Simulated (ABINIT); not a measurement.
## Excitons of GaP (F-43m): kernels and approximations

Aim: the absorption spectrum of GaP (F-43m) with electron-hole interaction, and what each part of the kernel does.

Main program and level: ABINIT 10.8.3; PBE and many-body steps on it, plane waves.

### 1. Set-up

It takes space group F-43m (No. 216, cubic). Conventional cell: a = 5.450 Å, b = 5.450 Å, c = 5.450 Å, α = 90.00°, β = 90.00°, γ = 90.00°. Ga has 4 P at 2.36 Å nearest. Nearest to P lie 4 Ga at 2.36 Å. Farther neighbours are not listed.

The cell and positions come from the Crystallography Open Database and are kept as given unless a step says otherwise.

### 2. Empty states on the mesh, 6×6×6 mesh, 130 bands

This step: ABINIT 10.8.3; DFT, PBE, plane waves, norm-conserving pseudopotentials.

The sums over transitions need many empty states on a uniform mesh; this step solves for them.

Input file run.abi:

```
acell 3*1.0 Angstrom
rprim 
  0.000000000000 2.725250000000 2.725250000000
  2.725250000000 0.000000000000 2.725250000000
  2.725250000000 2.725250000000 0.000000000000
ntypat 2
znucl 31 15
natom 2
typat 1 2
xred 
  0.000000000000 0.000000000000 0.000000000000
  0.250000000000 0.250000000000 0.250000000000
pp_dirpath "pseudos"
pseudos "Ga.upf, P.upf"
ecut 45
ngkpt 6 6 6
nshiftk 1
shiftk 0 0 0
kptopt 1
chksymbreak 0
irdden 1
istwfk *1
nband 130
prtvol 0
optdriver 6
gwr_task "HDIAGO"
paral_kgb 0
occopt 1
indata_prefix "in"
outdata_prefix "out"
tmpdata_prefix "tmp"
```

On the command line:

```bash
OMP_NUM_THREADS=1 mpirun -n 4 abinit run.abi > log
```

What it wrote:

```text
.Version 10.8.3 of ABINIT. v10.8.2 released Aug 2026.

 Symmetries : space group F-4 3 m (#216); Bravais cF (face-center cubic)
[... echo of the input left out ...]
== DATASET  1 ==================================================================
-   mpi_nproc: 4, omp_nthreads: 1 (-1 if OMP is not activated)

--- !DatasetInfo
iteration_state: {dtset: 1, }
dimensions: {natom: 2, nkpt: 16, mband: 130, nsppol: 1, nspinor: 1, nspden: 1, mpw: 3954, }
cutoff_energies: {ecut:  45.0, pawecutdg:  -1.0, }
[...]
Indirect band gap semiconductor
 Fundamental gap:     1.652 (eV)
   VBM:     5.227 (eV) at k: [ 0.0000E+00,  0.0000E+00,  0.0000E+00]
   CBM:     6.880 (eV) at k: [ 5.0000E-01,  5.0000E-01,  0.0000E+00]
 Direct gap:         1.809 (eV) at k: [ 0.0000E+00,  0.0000E+00,  0.0000E+00]

== END DATASET(S) ==============================================================
================================================================================

 -outvars: echo values of variables after computation  --------
           etotal      0.0000000000E+00
            nband         130
             nkpt          16
          spgroup         216
 [... the other variables as echoed above ...]

 Calculation completed.
```

The job ended after 3.1 min (4 MPI ranks of Arm Neoverse V1, shared host; peak memory 3.6 GiB).

This step gave:

| Property | Result |
| --- | --- |
| gap | 1.652 eV |
| k of the valence top | 0, 0, 0 |
| k of the conduction bottom | 0.5, 0.5, 0 |
| least direct gap | 1.809 eV |
| k points computed | 16 |
| lowest point of the top converged band, above the valence top | 99.8446 eV |

On this mesh the gap is 1.652 eV.

The density comes from a self-consistent run that is not shown.

### 3. Screening, 6×6×6 mesh, 122 bands, screening to 179.6 eV

The RPA dielectric matrix is built and inverted for each q.

This step: RPA screening on PBE, plane waves, norm-conserving pseudopotentials.

run.abi: that of step 2 with these lines changed.

```diff
@@ -20,10 +20,11 @@
 chksymbreak 0
-irdden 1
 istwfk *1
-nband 130
-prtvol 0
-optdriver 6
-gwr_task "HDIAGO"
-paral_kgb 0
 occopt 1
+irdwfk 1
+optdriver 3
+nband 122
+ecuteps 6.6
+inclvkb 2
+awtr 1
+symchi 1
 indata_prefix "in"
```

What it wrote:

```text
.Version 10.8.3 of ABINIT. v10.8.2 released Aug 2026.

 Symmetries : space group F-4 3 m (#216); Bravais cF (face-center cubic)
[... echo of the input left out ...]
== DATASET  1 ==================================================================
-   mpi_nproc: 4, omp_nthreads: 1 (-1 if OMP is not activated)

--- !DatasetInfo
iteration_state: {dtset: 1, }
dimensions: {natom: 2, nkpt: 16, mband: 122, nsppol: 1, nspinor: 1, nspden: 1, mpw: 3954, }
cutoff_energies: {ecut:  45.0, pawecutdg:  -1.0, }
[...]
--------------------------------------------------------------------------------
[... chi0 elements left out ...]
 For q-point:  0.000010 0.000020 0.000030
  dielectric constant =  12.2337
  dielectric constant without local fields =  13.4474

  Average fulfillment of the sum rule on Im[epsilon] for q-point    1 :     48.08  [%]
[... wings left out ...]
  q-point number  2        q = ( 0.166667, 0.000000, 0.000000) [r.l.u.]
--------------------------------------------------------------------------------
[... chi0 elements left out ...]
  Average fulfillment of the sum rule on Im[epsilon] for q-point    2 :     56.20  [%]

 [... 14 further q-points ...]
```

Run time: 4.3 min. Hardware: 4 MPI ranks; peak memory 1.9 GiB; 17 min of CPU time.

Numbers from this step:

- ε∞ with local fields, on this mesh, along the program's q direction: 12.23
- the same without local fields: 13.45
- plasma frequency: 29.76 eV
- plane waves in the screening matrix: 229

Local fields lower ε∞ by 9 %.

### 4. Self-energy, 6×6×6 mesh, 122 bands, screening to 179.6 eV

The self-energy is evaluated for the states that the input lists, and the levels follow from it, in one-shot runs by the linearised quasiparticle equation.

This step: G0W0 on PBE, plane waves, norm-conserving pseudopotentials.

run.abi: that of step 3 with these lines changed.

```diff
@@ -23,8 +23,17 @@
 irdwfk 1
-optdriver 3
+optdriver 4
 nband 122
+gwcalctyp 0
+ecutsigx 45
+symsigma 1
+nkptgw 2
+kptgw 
+  0.0000000000 0.0000000000 0.0000000000
+  0.5000000000 0.5000000000 0.0000000000
+bdgw 
+  11 17
+  12 15
 ecuteps 6.6
-inclvkb 2
-awtr 1
-symchi 1
+irdscr 1
+ppmodel 1
 indata_prefix "in"
```

What it wrote:

```text
.Version 10.8.3 of ABINIT. v10.8.2 released Aug 2026.

 Symmetries : space group F-4 3 m (#216); Bravais cF (face-center cubic)
[... echo of the input left out ...]
== DATASET  1 ==================================================================
-   mpi_nproc: 4, omp_nthreads: 1 (-1 if OMP is not activated)

--- !DatasetInfo
iteration_state: {dtset: 1, }
dimensions: {natom: 2, nkpt: 16, mband: 122, nsppol: 1, nspinor: 1, nspden: 1, mpw: 3954, }
cutoff_energies: {ecut:  45.0, pawecutdg:  -1.0, }
[...]
Band     E0 <VxcDFT>   SigX SigC(E0)      Z dSigC/dE  Sig(E)    E-E0       E
[...]
14   6.880  -9.803  -6.071  -3.823   0.807  -0.239  -9.877  -0.073   6.806
       15   7.048 -10.975  -7.063  -3.848   0.801  -0.249 -10.924   0.051   7.099

== END DATASET(S) ==============================================================
================================================================================

 -outvars: echo values of variables after computation  --------
           etotal      0.0000000000E+00
            nband         122
             nkpt          16
          spgroup         216
 [... the other variables as echoed above ...]

 Calculation completed.
```

Elapsed: 24 s, on 4 MPI ranks; peak memory 1.7 GiB.

Numbers from this step:

```
G0W0 gap on the points computed              : 2.266 eV
starting gap on the mesh                     : 1.652 eV
k of the valence top                         : 0, 0, 0
k of the conduction bottom                   : 0.5, 0.5, 0
least direct G0W0 gap on the computed points : 2.665 eV
```

The gap on the mesh goes from 1.65 eV to 2.27 eV, a correction of +0.61 eV.

The gap opens by 0.614 eV; the next steps shift the empty bands rigidly by 0.614 eV. The least direct G0W0 gap is 2.665 eV, so this shift leaves the direct transitions −0.24 eV off.

### 5. Excitons

Light makes an electron and a hole together. The Bethe-Salpeter equation adds their screened attraction and their exchange, in a window of bands around the gap.

This step: Bethe-Salpeter equation on PBE with a scissors shift, plane waves, norm-conserving pseudopotentials.

run.abi: that of step 4 with these lines changed.

```diff
@@ -23,17 +23,17 @@
 irdwfk 1
-optdriver 4
-nband 122
-gwcalctyp 0
-ecutsigx 45
-symsigma 1
-nkptgw 2
-kptgw 
-  0.0000000000 0.0000000000 0.0000000000
-  0.5000000000 0.5000000000 0.0000000000
-bdgw 
-  11 17
-  12 15
-ecuteps 6.6
+optdriver 99
+bs_calctype 1
+mbpt_sciss 0.614 eV
+bs_loband 11
+nband 16
+bs_exchange_term 1
+bs_coulomb_term 11
+bs_coupling 0
+bs_algorithm 1
+bs_freq_mesh 0 8 0.05 eV
+zcut 0.15 eV
+ecuteps 4
+ecutwfn 22.5
+inclvkb 2
 irdscr 1
-ppmodel 1
 indata_prefix "in"
```

What it wrote:

```text
.Version 10.8.3 of ABINIT. v10.8.2 released Aug 2026.

 Symmetries : space group F-4 3 m (#216); Bravais cF (face-center cubic)
[... echo of the input left out ...]
== DATASET  1 ==================================================================
-   mpi_nproc: 4, omp_nthreads: 1 (-1 if OMP is not activated)

--- !DatasetInfo
iteration_state: {dtset: 1, }
dimensions: {natom: 2, nkpt: 16, mband: 16, nsppol: 1, nspinor: 1, nspden: 1, mpw: 1411, }
cutoff_energies: {ecut:  22.5, pawecutdg:  -1.0, }
electrons: {nelect:   2.60000000E+01, charge:   0.00000000E+00, occopt:   1.00000000E+00, tsmear:   1.00000000E-02, }

 Exciton: Calculation of dielectric properties by solving the Bethe-Salpeter equation
 in frequency domain and reciprocal space on a transitions basis set.
 Based on a program developed by L. Reining, V. Olevano, F. Sottile,
 S. Albrecht, and G. Onida. Incorporated in ABINIT by M. Giantomassi.

.Using double precision arithmetic ; gwpc =  8

[... cell and pseudopotentials left out ...]
--------------------------------------------------------------------------------

 ==== K-mesh for the wavefunctions ====
 Number of points in the irreducible wedge :    16
[... list of points left out ...]
 Together with 24 symmetry operations and time-reversal symmetry
 yields   216 points in the full Brillouin Zone.

 ==== Q-mesh for the screening function ====
 Number of points in the irreducible wedge :    16
[... list of points left out ...]
 Together with 24 symmetry operations and time-reversal symmetry
 yields   216 points in the full Brillouin Zone.

 vcoul_init : cutoff-mode = AUXILIARY_FUNCTION
 q-points for optical limit:   1
     1)      0.000010    0.000020    0.000030
 setmesh: FFT mesh size selected  =    24x   24x   24
          total number of points  =        13824

 ==== Fundamental parameters for the solution of the Bethe-Salpeter equation: ====
 Algorithm: Direct diagonalization.
 Dimension of the v, W matrices,  npweps  = 113
 Cutoff for the wavefunctions,    npwwfn  = 1411
 Number of k-points in the IBZ,   nkibz   = 16
 Highest empty band included,     nband   = 16
 === Spin UP ===
 Number of resonant transitions          1944
 Lowest occupied state                   11
 Highest occupied state                  13
 Lowest unoccupied state                 14
 Highest unoccupied state                16
 Minimum frequency [eV]           Emin    =   0.00
 Maximum frequency [eV]           Emax    =   8.00
 Frequency step [eV]              dE      =   0.05
 Lorentzian broadening [eV]       eta     =   0.15
 RPA L0 with KS energies and KS wavefunctions
 Scissors operator energy [eV] =          0.61
 Local fields effects (v term) included
 Excitonic effects (W term) included
 Full W_GG' included
 W is read from an external SCR file
 Resonant-only calculation (Hermitian case)

 Calculating epsilon_Macro(q-->0,w), along the following directions:
 q = (  0.946444  0.000000  0.000000) [r.l.u.]
 q = (  0.000000  0.946444  0.000000) [r.l.u.]
 q = (  0.000000  0.000000  0.946444) [r.l.u.]
 q = (  0.000000  0.819644  0.819644) [r.l.u.]
 q = (  0.819644  0.000000  0.819644) [r.l.u.]
 q = (  0.819644  0.819644  0.000000) [r.l.u.]
 Number of electrons calculated from density =   25.6819; Expected =   26.0000
 average of density, n =  0.094012
 r_s =    1.3643
 omega_plasma =   29.5765 [eV]

. Writing resonant excitonic Hamiltonian on file out_BSR; file size=   0.03 [Gb].
 Direct diagonalization of the resonant excitonic Hamiltonian, Matrix size= 1944
. Using LAPACK sequential version.
 Excitonic eigenvalues in eV up to n=   32
   2.26283   2.26310   2.26328   3.15352   3.15916   3.15922   3.18406   3.18924
   3.18926   3.20579   3.20587   3.22491   3.22512   3.22521   3.22535   3.22553
   3.22559   3.22583   3.22585   3.23633   3.23698   3.23700   3.23875   3.23878
   3.24156   3.24195   3.24198   3.26355   3.26366   3.26886   3.26888   3.26895

 First excitonic eigenvalue=    2.26 [eV]
 Last  excitonic eigenvalue=   17.80 [eV]

 GW  direct gap       2.42  0.00 [eV]
 EXC direct gap       2.26  0.00 [eV]
 EXC binding energy   0.16  0.00 [eV]

 Excitonic eigenvalues up to the GW energy gap [eV]
  1 (  2.26  0.00)
  2 (  2.26  0.00)
  3 (  2.26  0.00)

 Macroscopic dielectric function:
 omega [eV] <KS_RPA_nlf>  <GW_RPA_nlf>  <BSE>
   0.0000  13.0283   0.0000  11.2951   0.0000  12.3336   0.0000
   0.0500  13.0309   0.0161  11.2966   0.0091  12.3357   0.0127
   0.1000  13.0389   0.0323  11.3011   0.0181  12.3420   0.0254
   0.1500  13.0522   0.0486  11.3086   0.0273  12.3525   0.0382
   0.2000  13.0709   0.0652  11.3192   0.0365  12.3672   0.0511
   0.2500  13.0951   0.0820  11.3328   0.0458  12.3863   0.0642
   0.3000  13.1249   0.0992  11.3495   0.0552  12.4097   0.0775
   0.3500  13.1604   0.1168  11.3693   0.0647  12.4375   0.0910
   0.4000  13.2017   0.1350  11.3923   0.0744  12.4698   0.1049
   0.4500  13.2491   0.1539  11.4185   0.0843  12.5067   0.1190

 Writing KS-RPA macroscopic dielectric function without local fields to file: out_RPA_NLF_MDF
 Writing GW-RPA macroscopic dielectric function without local fields to file: out_GW_NLF_MDF
 Writing EXC Macroscopic dielectric function to file: out_EXC_MDF

== END DATASET(S) ==============================================================
================================================================================

 -outvars: echo values of variables after computation  --------
           etotal      0.0000000000E+00
            nband          16
             nkpt          16
          spgroup         216
 [... the other variables as echoed above ...]

 Calculation completed.
```

It took 2.2 min on 4 MPI ranks; peak memory 0.46 GiB; 9 min of CPU time.

This step gave:

```yaml
direct_gap_of_the_transition_levels: 2.423 eV
transitions_in_the_window: 1944
first_strong_exciton_over_a_fiftieth_of_the_strongest_listed: 2.263 eV
lowest_state: 2.263 eV
binding_of_the_lowest_state_below_the_direct_gap: 0.1601 eV
coulomb_term_of_one_mesh_cell: 0.1623 eV
```

The binding is 0.99 times the screened Coulomb term of one mesh cell (0.16 eV), so it is not shown settled.

The lowest state lies at 2.263 eV, 0.160 eV under the direct gap.

Lines within 3 meV are set at the lowest of them, and the highest group, which the list may cut short, is left out. Exciton lines, with heights relative to the strongest:

| position (eV) | lines merged | oscillator strength, relative |
| --- | --- | --- |
| 2.263 | 3 | 29 |
| 3.154 | 1 | 56 |
| 3.159 | 2 | 100 |
| 3.184 | 1 | 0.0 |
| 3.189 | 2 | 1.4 |
| 3.206 | 2 | 1.7 |

Mean over the three Cartesian directions of q; broadening 0.15 eV; transition window only. Limits: finite bands, cutoff and mesh; no spin-orbit coupling; exciton not shown settled in the k mesh. The ε₂ by photon energy; read off at these points:

| photon energy (eV) | BSE | no electron-hole interaction | Kohn-Sham, no shift |
| --- | --- | --- | --- |
| 0.00 | 0 | 0 | 0 |
| 0.20 | 0.0512 | 0.0364 | 0.0651 |
| 0.40 | 0.105 | 0.0744 | 0.135 |
| 0.60 | 0.165 | 0.115 | 0.216 |
| 0.80 | 0.234 | 0.162 | 0.316 |
| 1.00 | 0.319 | 0.216 | 0.456 |
| 1.20 | 0.432 | 0.284 | 0.678 |
| 1.40 | 0.592 | 0.373 | 1.12 |
| 1.60 | 0.848 | 0.501 | 2.44 |
| 1.80 | 1.34 | 0.709 | 6.09 |
| 2.00 | 2.67 | 1.12 | 3.43 |
| 2.20 | 7.44 | 2.32 | 3.08 |
| 2.25 | 8.60 | 2.98 | 3.34 |
| 2.40 | 5.86 | 6.00 | 5.14 |
| 2.60 | 4.42 | 3.60 | 13.8 |
| 2.80 | 7.26 | 3.06 | 33.3 |
| 3.00 | 20.6 | 4.91 | 12.2 |
| 3.15 | 42.5 | 9.55 | 6.67 |
| 3.20 | 40.1 | 12.7 | 5.94 |
| 3.40 | 13.6 | 33.6 | 5.65 |
| 3.60 | 6.69 | 13.2 | 10.3 |
| 3.80 | 6.27 | 6.13 | 18.3 |
| 4.00 | 11.4 | 5.57 | 20.7 |
| 4.20 | 23.0 | 9.74 | 31.6 |
| 4.40 | 23.4 | 18.3 | 45.9 |
| 4.60 | 31.4 | 20.2 | 21.9 |
| 4.75 | 33.8 | 28.5 | 15.1 |
| 4.80 | 32.9 | 31.0 | 14.2 |
| 5.00 | 16.7 | 46.1 | 7.99 |
| 5.20 | 10.2 | 23.3 | 7.36 |
| 5.40 | 6.08 | 14.5 | 5.82 |
| 5.60 | 5.12 | 8.21 | 7.70 |
| 5.80 | 4.52 | 7.41 | 9.61 |
| 6.00 | 4.61 | 5.93 | 7.38 |
| 6.20 | 7.53 | 7.34 | 6.14 |
| 6.40 | 5.32 | 9.81 | 7.50 |
| 6.60 | 4.60 | 7.40 | 6.21 |
| 6.80 | 5.59 | 6.16 | 8.06 |
| 7.00 | 4.72 | 7.61 | 7.08 |
| 7.20 | 5.75 | 6.16 | 6.00 |
| 7.40 | 6.60 | 7.87 | 5.13 |
| 7.60 | 5.58 | 7.23 | 5.17 |
| 7.80 | 5.35 | 5.96 | 2.68 |

### 6. Triplet (no exchange term)

run.abi: that of step 5 with these lines changed.

```diff
@@ -28,3 +28,3 @@
 nband 16
-bs_exchange_term 1
+bs_exchange_term 0
 bs_coulomb_term 11
@@ -32,3 +32,3 @@
 bs_algorithm 1
-bs_freq_mesh 0 8 0.05 eV
+bs_freq_mesh 0 6 0.05 eV
 zcut 0.15 eV
```

What it wrote:

```text
.Version 10.8.3 of ABINIT. v10.8.2 released Aug 2026.

 Symmetries : space group F-4 3 m (#216); Bravais cF (face-center cubic)
[... echo of the input left out ...]
== DATASET  1 ==================================================================
-   mpi_nproc: 4, omp_nthreads: 1 (-1 if OMP is not activated)

--- !DatasetInfo
iteration_state: {dtset: 1, }
dimensions: {natom: 2, nkpt: 16, mband: 16, nsppol: 1, nspinor: 1, nspden: 1, mpw: 1411, }
cutoff_energies: {ecut:  22.5, pawecutdg:  -1.0, }
electrons: {nelect:   2.60000000E+01, charge:   0.00000000E+00, occopt:   1.00000000E+00, tsmear:   1.00000000E-02, }

 Exciton: Calculation of dielectric properties by solving the Bethe-Salpeter equation
 in frequency domain and reciprocal space on a transitions basis set.
 Based on a program developed by L. Reining, V. Olevano, F. Sottile,
 S. Albrecht, and G. Onida. Incorporated in ABINIT by M. Giantomassi.

.Using double precision arithmetic ; gwpc =  8

[... cell and pseudopotentials left out ...]
--------------------------------------------------------------------------------

 ==== K-mesh for the wavefunctions ====
 Number of points in the irreducible wedge :    16
[... list of points left out ...]
 Together with 24 symmetry operations and time-reversal symmetry
 yields   216 points in the full Brillouin Zone.

 ==== Q-mesh for the screening function ====
 Number of points in the irreducible wedge :    16
[... list of points left out ...]
 Together with 24 symmetry operations and time-reversal symmetry
 yields   216 points in the full Brillouin Zone.

 vcoul_init : cutoff-mode = AUXILIARY_FUNCTION
 q-points for optical limit:   1
     1)      0.000010    0.000020    0.000030
 setmesh: FFT mesh size selected  =    24x   24x   24
[...]
q = (  0.819644  0.819644  0.000000) [r.l.u.]
 Number of electrons calculated from density =   25.6819; Expected =   26.0000
 average of density, n =  0.094012
 r_s =    1.3643
 omega_plasma =   29.5765 [eV]

. Writing resonant excitonic Hamiltonian on file out_BSR; file size=   0.03 [Gb].
 Direct diagonalization of the resonant excitonic Hamiltonian, Matrix size= 1944
. Using LAPACK sequential version.
 Excitonic eigenvalues in eV up to n=   32
   2.25322   2.25352   2.25369   3.11222   3.12034   3.12043   3.17232   3.17353
   3.17357   3.18887   3.18898   3.22383   3.22392   3.22403   3.22457   3.22462
   3.22536   3.22547   3.22556   3.23521   3.23523   3.23611   3.23856   3.23858
   3.24149   3.24155   3.24160   3.26326   3.26337   3.26882   3.26884   3.26890

 First excitonic eigenvalue=    2.25 [eV]
 Last  excitonic eigenvalue=   17.79 [eV]

 GW  direct gap       2.42  0.00 [eV]
 EXC direct gap       2.25  0.00 [eV]
 EXC binding energy   0.17  0.00 [eV]

 Excitonic eigenvalues up to the GW energy gap [eV]
  1 (  2.25  0.00)
  2 (  2.25  0.00)
  3 (  2.25  0.00)

 Macroscopic dielectric function:
 omega [eV] <KS_RPA_nlf>  <GW_RPA_nlf>  <BSE>
   0.0000  13.0283   0.0000  11.2951   0.0000  13.0340   0.0000
   0.0500  13.0309   0.0161  11.2966   0.0091  13.0363   0.0142
   0.1000  13.0389   0.0323  11.3011   0.0181  13.0433   0.0284
[...]
0.4000  13.2017   0.1350  11.3923   0.0744  13.1862   0.1173
   0.4500  13.2491   0.1539  11.4185   0.0843  13.2275   0.1331

 Writing KS-RPA macroscopic dielectric function without local fields to file: out_RPA_NLF_MDF
 Writing GW-RPA macroscopic dielectric function without local fields to file: out_GW_NLF_MDF
 Writing EXC Macroscopic dielectric function to file: out_EXC_MDF

== END DATASET(S) ==============================================================
================================================================================

 -outvars: echo values of variables after computation  --------
           etotal      0.0000000000E+00
            nband          16
             nkpt          16
          spgroup         216
 [... the other variables as echoed above ...]

 Calculation completed.
```

Elapsed: 2.3 min, on 4 MPI ranks; peak memory 0.46 GiB.

The lowest triplet lies at 2.253 eV; triplets are dark, so no spectrum is read.

(Continued in part 2 of 3.)

[Paths, hosts, dates, memory and timing lines, banners, echoed tables and standing remarks are left out of the program output.]

[Logs are printed without paths, hosts, clocks, repeated set-up lines and the standing remarks that a program may print on its own settings, such as how far it seeks lower states.]

[Runs of the session that timed out or met a known fault of the program may be left out.]

[No measured gap is set beside runs whose start may be inverted or whose files or cutoffs have a known fault.]

[Hosts, paths, dates, database ids (printed as entryN), source tags and the programs' standing remarks are cut or masked in the printed files.]

[G0W0 gaps are taken among the corrected bands and points alone; a level outside them can change the order at an edge.]

[Where Ansatz stands beside ABINIT at settings called matched, ABINIT's density can come from a denser mesh and the files from another edition; pairs whose starting gaps differed by over 0.03 eV were left out, so agreement reads better than it is.]
